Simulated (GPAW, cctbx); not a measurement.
# What do these deviations say about the bonding?

Na6GeSb, P-6m2 (no. 187), a = 5.2944 Å, b = 5.2944 Å, c = 9.5604 Å, α = 90.00°, β = 90.00°, γ = 120.00°.

| atom | mult. | x | y | z |
| --- | --- | --- | --- | --- |
| Sb1 | 1 | 0 | 0 | 1/2 |
| Ge1 | 1 | 2/3 | 1/3 | 0 |
| Na1 | 2 | 2/3 | 1/3 | 0.3297 |
| Na2 | 2 | 0 | 0 | 0.1694 |
| Na3 | 1 | 1/3 | 2/3 | 1/2 |
| Na4 | 1 | 1/3 | 2/3 | 0 |

The cell comes from substitution in a known structure type and wasn't matched to any measured phase.

Absolute values of the static structure factors of the conventional cell from DFT (PBE, GPAW) against free spherical atoms, in electrons:

| hkl | d (Å) | free atoms | crystal |
| --- | --- | --- | --- |
| 001 | 9.560 | 18.50 | 18.53 |
| 002 | 4.780 | 75.02 | 75.73 |
| 100 | 4.585 | 40.86 | 41.22 |
| 101 | 4.134 | 49.61 | 50.00 |
| 102 | 3.309 | 16.59 | 16.63 |
| 003 | 3.187 | 16.41 | 16.51 |
| 110 | 2.647 | 118.42 | 118.13 |
| 103 | 2.617 | 87.89 | 87.60 |
| 111 | 2.551 | 15.42 | 15.35 |
| 004 | 2.390 | 67.94 | 67.62 |

**Question.** Which way does charge move, and which reflections show it best?

Project each element's phase sum on the total phase. |F| rises if density moves to atoms that scatter in phase and falls if it moves to atoms that scatter against it; the rule is for low angles, since changes of shape take over beyond. Where all elements are in phase the terms compete, and the compactness of the donor's and the acceptor's density matters too.

| hkl | Sb in phase | Ge in phase | Na in phase | change (e) | (%) |
| --- | --- | --- | --- | --- | --- |
| 001 | +1.0 | -1.0 | 0.0 | +0.03 | +0.1 |
| 002 | +1.0 | +1.0 | -0.1 | +0.71 | +0.9 |
| 100 | +0.8 | +0.1 | 0.0 | +0.35 | +0.9 |
| 101 | +0.9 | +0.8 | -1.6 | +0.40 | +0.8 |
| 102 | +1.0 | -0.5 | -1.5 | +0.04 | +0.3 |
| 003 | +1.0 | -1.0 | 0.0 | +0.10 | +0.6 |
| 110 | +1.0 | +1.0 | +6.0 | -0.28 | -0.2 |
| 103 | +0.9 | +0.8 | +3.4 | -0.29 | -0.3 |

Low-angle reflections that set elements apart and change by more than 0.05 e: 002, 100, 101 and 003 (001 and 102 hardly move and tell little). The signs fit a gain of density on Sb and Ge and a loss on Na. The best witness is 002, +0.9 %, where Sb enters with +1.0. The real-space density agrees: Voronoi charges Sb -0.43, Ge -0.36, Na +0.13 e. The shortest bond, Ge–Na, has Δρ = +0.02 e/Å³ at its midpoint.
